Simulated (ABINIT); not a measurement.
## Cs2KYF6 (Fm-3m): a self-consistent loop beyond G0W0, cycle by cycle

How far does self-consistency move the gap of Cs2KYF6 (Fm-3m)?

Method: PBEsol and many-body steps on it, plane waves, in ABINIT 10.8.3.

Report form: the programs' logs are mostly left out.

**1. The starting structure**

The structure is cubic, space group Fm-3m (No. 225). The conventional cell has a = 9.445 Å, b = 9.445 Å, c = 9.445 Å, α = 90.00°, β = 90.00°, γ = 90.00°. Nearest to K lie 6 F at 2.60 Å. Nearest to Cs lie 12 F at 3.35 Å. Y has 6 F at 2.13 Å nearest. Nearest to F lie 1 Y at 2.13 Å and 1 K at 2.60 Å and 4 Cs at 3.35 Å. Farther neighbours and most contacts between anions are not listed.

Coordinates:

```cif
data_structure
_symmetry_space_group_name_H-M 'P 1'
_symmetry_Int_Tables_number 1
_cell_length_a 6.6786
_cell_length_b 6.6786
_cell_length_c 6.6786
_cell_angle_alpha 60.000
_cell_angle_beta 60.000
_cell_angle_gamma 60.000
_cell_volume 210.64
loop_
_atom_site_label
_atom_site_type_symbol
_atom_site_fract_x
_atom_site_fract_y
_atom_site_fract_z
_atom_site_occupancy
K1 K 0.50000 0.50000 0.50000 1
Cs2 Cs 0.25000 0.25000 0.25000 1
Cs3 Cs 0.75000 0.75000 0.75000 1
Y4 Y 0.00000 0.00000 0.00000 1
F5 F 0.77500 0.22500 0.22500 1
F6 F 0.22500 0.77500 0.22500 1
F7 F 0.22500 0.77500 0.77500 1
F8 F 0.77500 0.22500 0.77500 1
F9 F 0.22500 0.22500 0.77500 1
F10 F 0.77500 0.77500 0.22500 1
```

The cell and positions come from the Crystallography Open Database and are kept as given unless a step says otherwise. Spin-orbit coupling is left out unless a step names it.

**2. Empty states on the mesh, 2×2×2 mesh, 257 bands**

This step: ABINIT 10.8.3; DFT, PBEsol, plane waves, norm-conserving pseudopotentials.

The sums over transitions need many empty states on a uniform mesh; this step solves for them.

The input, run.abi:

```
acell 3*1.0 Angstrom
rprim 
  0.000000000000 4.722500000000 4.722500000000
  4.722500000000 0.000000000000 4.722500000000
  4.722500000000 4.722500000000 -0.000000000000
ntypat 4
znucl 19 55 39 9
natom 10
typat 1 2 2 3 4 4 4 4 4 4
xred 
  0.500000000000 0.500000000000 0.500000000000
  0.250000000000 0.250000000000 0.250000000000
  0.750000000000 0.750000000000 0.750000000000
  0.000000000000 0.000000000000 0.000000000000
  0.775000000000 0.225000000000 0.225000000000
  0.225000000000 0.775000000000 0.225000000000
  0.225000000000 0.775000000000 0.775000000000
  0.775000000000 0.225000000000 0.775000000000
  0.225000000000 0.225000000000 0.775000000000
  0.775000000000 0.775000000000 0.225000000000
pp_dirpath "pseudos"
pseudos "K.upf, Cs.upf, Y.upf, F.upf"
ecut 36
ngkpt 2 2 2
nshiftk 1
shiftk 0 0 0
kptopt 1
chksymbreak 0
iscf -2
irdden 1
istwfk *1
nband 257
nbdbuf 22
tolwfr 1e-09
nstep 60
prtvol 0
indata_prefix "in"
outdata_prefix "out"
tmpdata_prefix "tmp"
```

Run with:

```
> OMP_NUM_THREADS=1 mpirun -n 3 abinit run.abi > log
```

The job ended after 5 min (3 MPI ranks of Arm Neoverse V1, shared host; peak memory 0.54 GiB).

Numbers from this step:

```
gap                                                           : 6.587 eV
k of the valence top                                          : 0, 0, 0
k of the conduction bottom                                    : 0, 0, 0
least direct gap                                              : 6.587 eV
k points computed                                             : 3
lowest point of the top converged band, above the valence top : 50.1811 eV
```

On this mesh the gap is 6.587 eV.

The density comes from a self-consistent run that is not shown.

**3. Screening, 2×2×2 mesh, 235 bands, screening to 130.6 eV**

The RPA dielectric matrix is built and inverted for each q.

This step: RPA screening on PBEsol, plane waves, norm-conserving pseudopotentials.

run.abi: that of step 2 with these lines changed.

```diff
@@ -28,10 +28,11 @@
 chksymbreak 0
-iscf -2
-irdden 1
 istwfk *1
-nband 257
-nbdbuf 22
-tolwfr 1e-09
-nstep 60
-prtvol 0
+occopt 1
+irdwfk 1
+optdriver 3
+nband 235
+ecuteps 4.8
+inclvkb 2
+awtr 1
+symchi 1
 indata_prefix "in"
```

Run with:

```
> OMP_NUM_THREADS=1 mpirun -n 4 abinit run.abi > log
```

The job ended after 4 min (4 MPI ranks; peak memory 3.7 GiB; 16 min of CPU time).

Numbers from this step:

```yaml
eps_infinity_with_local_fields_on_this_mesh_along_the_program_s_q_direction: 2.128
the_same_without_local_fields: 2.401
plasma_frequency: 22.88 eV
plane_waves_in_the_screening_matrix: 725
```

Local fields lower ε∞ by 11 %. On a Γ-centred mesh this coarse the value itself is usually too large, while a short band sum pulls it down.

**4. G0W0**

The self-energy is evaluated for the states that the input lists, and the levels follow from it, in one-shot runs by the linearised quasiparticle equation.

This step: G0W0 on PBEsol, plane waves, norm-conserving pseudopotentials.

run.abi: that of step 3 with these lines changed.

```diff
@@ -31,8 +31,15 @@
 irdwfk 1
-optdriver 3
+optdriver 4
 nband 235
+gwcalctyp 0
+ecutsigx 36
+symsigma 1
+nkptgw 1
+kptgw 
+  0.0000000000 0.0000000000 0.0000000000
+bdgw 
+  38 43
 ecuteps 4.8
-inclvkb 2
-awtr 1
-symchi 1
+irdscr 1
+ppmodel 1
 indata_prefix "in"
```

Elapsed: 36 s, on 4 MPI ranks; peak memory 2.5 GiB; 2.4 min of CPU time.

Numbers from this step:

- G0W0 gap on the points computed: 9.649 eV
- starting gap on the mesh: 6.587 eV
- k of the valence top: 0, 0, 0
- k of the conduction bottom: 0, 0, 0
- Z at the valence top: 0.799
- Z at the conduction bottom: 0.894
- least direct G0W0 gap on the computed points: 9.649 eV

The gap on the mesh goes from 6.59 eV to 9.65 eV, a correction of +3.06 eV.

**5. evGW0, cycle 1**

This step: evGW0 on PBEsol, plane waves, norm-conserving pseudopotentials.

run.abi: that of step 4 with these lines changed.

```diff
@@ -33,10 +33,14 @@
 nband 235
-gwcalctyp 0
+gwcalctyp 10
 ecutsigx 36
 symsigma 1
-nkptgw 1
+nkptgw 3
 kptgw 
   0.0000000000 0.0000000000 0.0000000000
+  0.5000000000 0.0000000000 0.0000000000
+  0.5000000000 0.5000000000 0.0000000000
 bdgw 
-  38 43
+  14 58
+  14 58
+  14 58
 ecuteps 4.8
```

Elapsed: 13 min, on 4 MPI ranks; peak memory 6 GiB.

Numbers from this step:

```yaml
quasiparticle_gap_on_the_points_computed: 10.24 eV
gap_of_the_density_functional_on_the_mesh: 6.587 eV
k_of_the_valence_top: 0, 0, 0
k_of_the_conduction_bottom: 0, 0, 0
z_at_the_valence_top: 0.799
z_at_the_conduction_bottom: 0.894
least_direct_quasiparticle_gap_on_the_computed_points: 10.24 eV
```

Against G0W0 in ABINIT (2×2×2 mesh, 235 bands, screening to 130.6 eV, Godby-Needs plasmon pole), the gap moves by +0.591 eV. This first cycle still uses the starting levels; it takes the full correction, at all points of the mesh, and its linearised value is 9.649 eV.

**6. evGW0, cycle 2**

The corrected levels of the last cycle go back in.

run.abi: that of step 5 with these lines changed.

```diff
@@ -48,2 +48,3 @@
 ppmodel 1
+irdqps 1
 indata_prefix "in"
```

The job ended after 13 min (4 MPI ranks; peak memory 6 GiB).

This step gave:

| Property | Result |
| --- | --- |
| quasiparticle gap on the points computed | 10.14 eV |
| gap of the density functional on the mesh | 6.587 eV |
| k of the valence top | 0, 0, 0 |
| k of the conduction bottom | 0, 0, 0 |
| least direct quasiparticle gap on the computed points | 10.14 eV |

Against the cycle before, the gap moves by −0.099 eV.

**7. evGW0, cycle 3**

run.abi is that of step 6.

The job ended after 13 min (4 MPI ranks; peak memory 6 GiB; 52 min of CPU time).

This step gave:

* quasiparticle gap on the points computed: 10.14 eV
* gap of the density functional on the mesh: 6.587 eV
* k of the valence top: 0, 0, 0
* k of the conduction bottom: 0, 0, 0
* least direct quasiparticle gap on the computed points: 10.14 eV

Against the cycle before, the gap moves by −0.002 eV.

**8. Screening, 2×2×2 mesh, 235 bands, screening to 130.6 eV**

This step: RPA screening on PBEsol, plane waves, norm-conserving pseudopotentials.

run.abi: that of step 7 with these lines changed.

```diff
@@ -31,20 +31,13 @@
 irdwfk 1
-optdriver 4
+optdriver 3
 nband 235
+ecuteps 4.8
+inclvkb 2
+awtr 1
+symchi 1
 gwcalctyp 10
-ecutsigx 36
-symsigma 1
-nkptgw 3
-kptgw 
-  0.0000000000 0.0000000000 0.0000000000
-  0.5000000000 0.0000000000 0.0000000000
-  0.5000000000 0.5000000000 0.0000000000
-bdgw 
-  14 58
-  14 58
-  14 58
-ecuteps 4.8
-irdscr 1
-ppmodel 1
-irdqps 1
+mbpt_sciss 3.673 eV
+nqptdm 1
+qptdm 
+  0 0 0
 indata_prefix "in"
```

It took 2.4 min on 4 MPI ranks; peak memory 3.7 GiB; 9.6 min of CPU time.

Numbers from this step:

| Item | Value |
| --- | --- |
| ε∞ with local fields, on this mesh, along the program's q direction | 1.904 |
| the same without local fields | 2.098 |
| plasma frequency | 22.88 eV |
| plane waves in the screening matrix | 725 |

This screening uses the functional's bands under a rigid shift, the mean opening of the cycle before.

**9. Screening, 2×2×2 mesh, 235 bands, screening to 130.6 eV**

This step: RPA screening on PBEsol from quasiparticle energies, plane waves, norm-conserving pseudopotentials.

run.abi: that of step 8 with these lines changed.

```diff
@@ -37,7 +37,8 @@
 symchi 1
+irdqps 1
 gwcalctyp 10
-mbpt_sciss 3.673 eV
-nqptdm 1
+nqptdm 2
 qptdm 
-  0 0 0
+  0.5000000000 0.0000000000 0.0000000000
+  0.5000000000 0.5000000000 0.0000000000
 indata_prefix "in"
```

The input, mrgscr.stdin:

```
2
merged
q0_SCR
out_SCR
1
```

Run with:

```
> OMP_NUM_THREADS=1 mpirun -n 4 abinit run.abi > log; mrgscr < mrgscr.stdin
```

Run time: 61 s. Hardware: 4 MPI ranks; peak memory 2.6 GiB.

Numbers from this step:

```yaml
plasma_frequency: 22.88 eV
plane_waves_in_the_screening_matrix: 725
```

This screening reads the quasiparticle levels of the cycle before.

**10. evGW, cycle 1**

This step: evGW on PBEsol, plane waves, norm-conserving pseudopotentials.

run.abi: that of step 9 with these lines changed.

```diff
@@ -31,14 +31,20 @@
 irdwfk 1
-optdriver 3
+optdriver 4
 nband 235
-ecuteps 4.8
-inclvkb 2
-awtr 1
-symchi 1
-irdqps 1
 gwcalctyp 10
-nqptdm 2
-qptdm 
+ecutsigx 36
+symsigma 1
+nkptgw 3
+kptgw 
+  0.0000000000 0.0000000000 0.0000000000
   0.5000000000 0.0000000000 0.0000000000
   0.5000000000 0.5000000000 0.0000000000
+bdgw 
+  14 58
+  14 58
+  14 58
+ecuteps 4.8
+irdscr 1
+ppmodel 1
+irdqps 1
 indata_prefix "in"
```

Run with:

```
> OMP_NUM_THREADS=1 mpirun -n 4 abinit run.abi > log
```

Wall time 13 min (4 MPI ranks); peak memory 6 GiB; 52 min of CPU time.

This step gave:

```
quasiparticle gap on the points computed              : 10.87 eV
gap of the density functional on the mesh             : 6.587 eV
k of the valence top                                  : 0, 0, 0
k of the conduction bottom                            : 0, 0, 0
least direct quasiparticle gap on the computed points : 10.87 eV
```

Against G0W0 in ABINIT (2×2×2 mesh, 235 bands, screening to 130.6 eV, Godby-Needs plasmon pole), the gap moves by +1.225 eV.

**11. Screening, 2×2×2 mesh, 235 bands, screening to 130.6 eV**

This step: RPA screening on PBEsol, plane waves, norm-conserving pseudopotentials.

run.abi: that of step 10 with these lines changed.

```diff
@@ -31,20 +31,13 @@
 irdwfk 1
-optdriver 4
+optdriver 3
 nband 235
+ecuteps 4.8
+inclvkb 2
+awtr 1
+symchi 1
 gwcalctyp 10
-ecutsigx 36
-symsigma 1
-nkptgw 3
-kptgw 
-  0.0000000000 0.0000000000 0.0000000000
-  0.5000000000 0.0000000000 0.0000000000
-  0.5000000000 0.5000000000 0.0000000000
-bdgw 
-  14 58
-  14 58
-  14 58
-ecuteps 4.8
-irdscr 1
-ppmodel 1
-irdqps 1
+mbpt_sciss 4.415 eV
+nqptdm 1
+qptdm 
+  0 0 0
 indata_prefix "in"
```

Run time: 2.4 min. Hardware: 4 MPI ranks; peak memory 3.7 GiB; 9.6 min of CPU time.

This step gave:

```yaml
eps_infinity_with_local_fields_on_this_mesh_along_the_program_s_q_direction: 1.87
the_same_without_local_fields: 2.054
plasma_frequency: 22.88 eV
plane_waves_in_the_screening_matrix: 725
```

This screening uses the functional's bands under a rigid shift, the mean opening of the cycle before.

**12. Screening, 2×2×2 mesh, 235 bands, screening to 130.6 eV**

This step: RPA screening on PBEsol from quasiparticle energies, plane waves, norm-conserving pseudopotentials.

run.abi: that of step 11 with these lines changed.

```diff
@@ -37,7 +37,8 @@
 symchi 1
+irdqps 1
 gwcalctyp 10
-mbpt_sciss 4.415 eV
-nqptdm 1
+nqptdm 2
 qptdm 
-  0 0 0
+  0.5000000000 0.0000000000 0.0000000000
+  0.5000000000 0.5000000000 0.0000000000
 indata_prefix "in"
```

mrgscr.stdin is that of step 9.

Run with:

```
> OMP_NUM_THREADS=1 mpirun -n 4 abinit run.abi > log; mrgscr < mrgscr.stdin
```

Run time: 60 s. Hardware: 4 MPI ranks; peak memory 2.6 GiB; 4 min of CPU time.

This step gave:

| Property | Result |
| --- | --- |
| plasma frequency | 22.88 eV |
| plane waves in the screening matrix | 725 |

This screening reads the quasiparticle levels of the cycle before.

**13. evGW, cycle 2**

This step: evGW on PBEsol, plane waves, norm-conserving pseudopotentials.

run.abi: that of step 12 with these lines changed.

```diff
@@ -31,14 +31,20 @@
 irdwfk 1
-optdriver 3
+optdriver 4
 nband 235
-ecuteps 4.8
-inclvkb 2
-awtr 1
-symchi 1
-irdqps 1
 gwcalctyp 10
-nqptdm 2
-qptdm 
+ecutsigx 36
+symsigma 1
+nkptgw 3
+kptgw 
+  0.0000000000 0.0000000000 0.0000000000
   0.5000000000 0.0000000000 0.0000000000
   0.5000000000 0.5000000000 0.0000000000
+bdgw 
+  14 58
+  14 58
+  14 58
+ecuteps 4.8
+irdscr 1
+ppmodel 1
+irdqps 1
 indata_prefix "in"
```

Run with:

```
> OMP_NUM_THREADS=1 mpirun -n 4 abinit run.abi > log
```

The job ended after 13 min (4 MPI ranks; peak memory 6 GiB; 53 min of CPU time).

This step gave:

| Item | Value |
| --- | --- |
| quasiparticle gap on the points computed | 10.96 eV |
| gap of the density functional on the mesh | 6.587 eV |
| k of the valence top | 0, 0, 0 |
| k of the conduction bottom | 0, 0, 0 |
| least direct quasiparticle gap on the computed points | 10.96 eV |

Against the cycle before, the gap moves by +0.089 eV.

**14. Screening, 2×2×2 mesh, 235 bands, screening to 130.6 eV**

This step: RPA screening on PBEsol, plane waves, norm-conserving pseudopotentials.

run.abi: that of step 13 with these lines changed.

```diff
@@ -31,20 +31,13 @@
 irdwfk 1
-optdriver 4
+optdriver 3
 nband 235
+ecuteps 4.8
+inclvkb 2
+awtr 1
+symchi 1
 gwcalctyp 10
-ecutsigx 36
-symsigma 1
-nkptgw 3
-kptgw 
-  0.0000000000 0.0000000000 0.0000000000
-  0.5000000000 0.0000000000 0.0000000000
-  0.5000000000 0.5000000000 0.0000000000
-bdgw 
-  14 58
-  14 58
-  14 58
-ecuteps 4.8
-irdscr 1
-ppmodel 1
-irdqps 1
+mbpt_sciss 4.502 eV
+nqptdm 1
+qptdm 
+  0 0 0
 indata_prefix "in"
```

It took 2.4 min on 4 MPI ranks; peak memory 3.7 GiB.

This step gave:

```
ε∞ with local fields, on this mesh, along the program's q direction : 1.866
the same without local fields                                       : 2.049
plasma frequency                                                    : 22.88 eV
plane waves in the screening matrix                                 : 725
```

This screening uses the functional's bands under a rigid shift, the mean opening of the cycle before.

**15. Screening, 2×2×2 mesh, 235 bands, screening to 130.6 eV**

This step: RPA screening on PBEsol from quasiparticle energies, plane waves, norm-conserving pseudopotentials.

run.abi: that of step 14 with these lines changed.

```diff
@@ -37,7 +37,8 @@
 symchi 1
+irdqps 1
 gwcalctyp 10
-mbpt_sciss 4.502 eV
-nqptdm 1
+nqptdm 2
 qptdm 
-  0 0 0
+  0.5000000000 0.0000000000 0.0000000000
+  0.5000000000 0.5000000000 0.0000000000
 indata_prefix "in"
```

mrgscr.stdin is that of step 12.

Run with:

```
> OMP_NUM_THREADS=1 mpirun -n 4 abinit run.abi > log; mrgscr < mrgscr.stdin
```

Run time: 58 s. Hardware: 4 MPI ranks; peak memory 2.6 GiB; 3.9 min of CPU time.

Numbers from this step:

```yaml
plasma_frequency: 22.88 eV
plane_waves_in_the_screening_matrix: 725
```

This screening reads the quasiparticle levels of the cycle before.

[end of part 1 of 2]

[Paths, hosts, dates, memory and timing lines, banners, echoed tables and standing remarks are left out of the program output.]

[Logs are printed without paths, hosts, clocks, repeated set-up lines and the standing remarks that a program may print on its own settings, such as how far it seeks lower states.]

[Runs of the session that timed out or met a known fault of the program may be left out.]

[Hosts, paths, dates, database ids (printed as entryN), source tags and the programs' standing remarks are cut or masked in the printed files.]

[G0W0 gaps are taken among the corrected bands and points alone; a level outside them can change the order at an edge.]

[Where Ansatz stands beside ABINIT at settings called matched, ABINIT's density can come from a denser mesh and the files from another edition; pairs whose starting gaps differed by over 0.03 eV were left out, so agreement reads better than it is.]
